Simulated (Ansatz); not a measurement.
# Tunnelling decay and corrugation (surface alloy): Al(100)-p(2x2)-K surface alloy; Rh(111)-(√3×√3)R30°-Ag surface alloy; and others

A simple barrier model says that the current falls as exp(−2κz) with κ = 0.512 √φ (Å⁻¹, φ in eV). How well does that hold over real surfaces, and how fast does atomic contrast fade as the tip draws back?

Set-up. Ansatz 0.2.0, plane waves with PAW datasets (its set soft_2), functional as listed; relaxed slabs, Tersoff-Hamann images of the filled states within the window listed under the Fermi level. κ is fitted to the planar mean between 3 and 5 Å over the top atom; the model's barrier is the work function plus half the window. A setpoint is the mean density at the height named.

What came out:

```
                             surface  functional  work function (eV)  window (eV)  κ, model (Å⁻¹)  κ, fitted (Å⁻¹)  near setpoint (Å): corrugation (Å)  far setpoint (Å): corrugation (Å)
      Al(100)-p(2x2)-K surface alloy         LDA                2.24         0.30            0.79             0.91                          2.5: 0.304                           4: 0.285
       W(100)-p(2x2)-K surface alloy         PBE                2.73         0.50            0.88             0.84                            3: 0.284                           5: 0.181
Ir(111)-(√3×√3)R30°-Na surface alloy         LDA                3.40         0.40            0.97             0.98                          2.5: 0.109                           4: 0.036
      V(100)-c(2x2)-Mn surface alloy      PBEsol                3.83         0.20            1.02             1.04                          2.5: 0.148                           4: 0.064
      Fe(110)-(2x1)-In surface alloy         PBE                4.08         0.40            1.06             1.17                          2.5: 0.493                           4: 0.249
      Pt(110)-(2x1)-Sb surface alloy      PBEsol                4.51         0.30            1.11             1.19                            3: 0.734                         4.5: 0.391
      Ag(110)-(1x2)-Sb surface alloy         LDA                4.53         0.30            1.11             1.22                            3: 0.971                         4.5: 0.634
      Ag(110)-(2x1)-Sb surface alloy         LDA                4.64         0.50            1.13             1.21                          2.5: 1.153                           4: 0.754
     Rh(100)-p(2x2)-Tl surface alloy  PBE-D3(BJ)                4.68         0.20            1.12             1.19                            3: 0.174                           5: 0.016
Rh(111)-(√3×√3)R30°-Ag surface alloy  PBE-D3(BJ)                4.99         0.30            1.16             1.18                          2.5: 0.087                           4: 0.012
```

**Answer.** The fitted κ is 0.95 to 1.15 times the model's, and larger in 9 of 10. Momentum along the surface adds to κ² and raises it, while a barrier that has not reached its full height this near the surface lowers it. Worked for Al(100)-p(2x2)-K surface alloy: 0.512 × √(2.24 + 0.15) = 0.79 Å⁻¹; with the fitted 0.91 Å⁻¹ the current falls by exp(2 × 0.91) = 6.2 per Å. Where it is still over 0.005 Å at the far setpoint (10 rows), the corrugation falls by a factor of 1.0 to 3.8 per Å.

What the numbers leave out: The model has an s-wave tip and no forces between tip and sample. Semilocal potentials reach the vacuum level too fast, without an image tail. The surfaces are built from prototypes and need not be the stable ones; functionals, windows and heights differ between rows (the narrowest window from 0.2 eV on is taken, and runs with charge in the vacuum are left out), and rows with Cr, Mn, Fe, Co, Ni or Gd rest on one magnetic start or none. The table is a selection: not every member that was run is listed.

[Logs are printed without paths, hosts, clocks, repeated set-up lines and the standing remarks that a program may print on its own settings, such as how far it seeks lower states.]
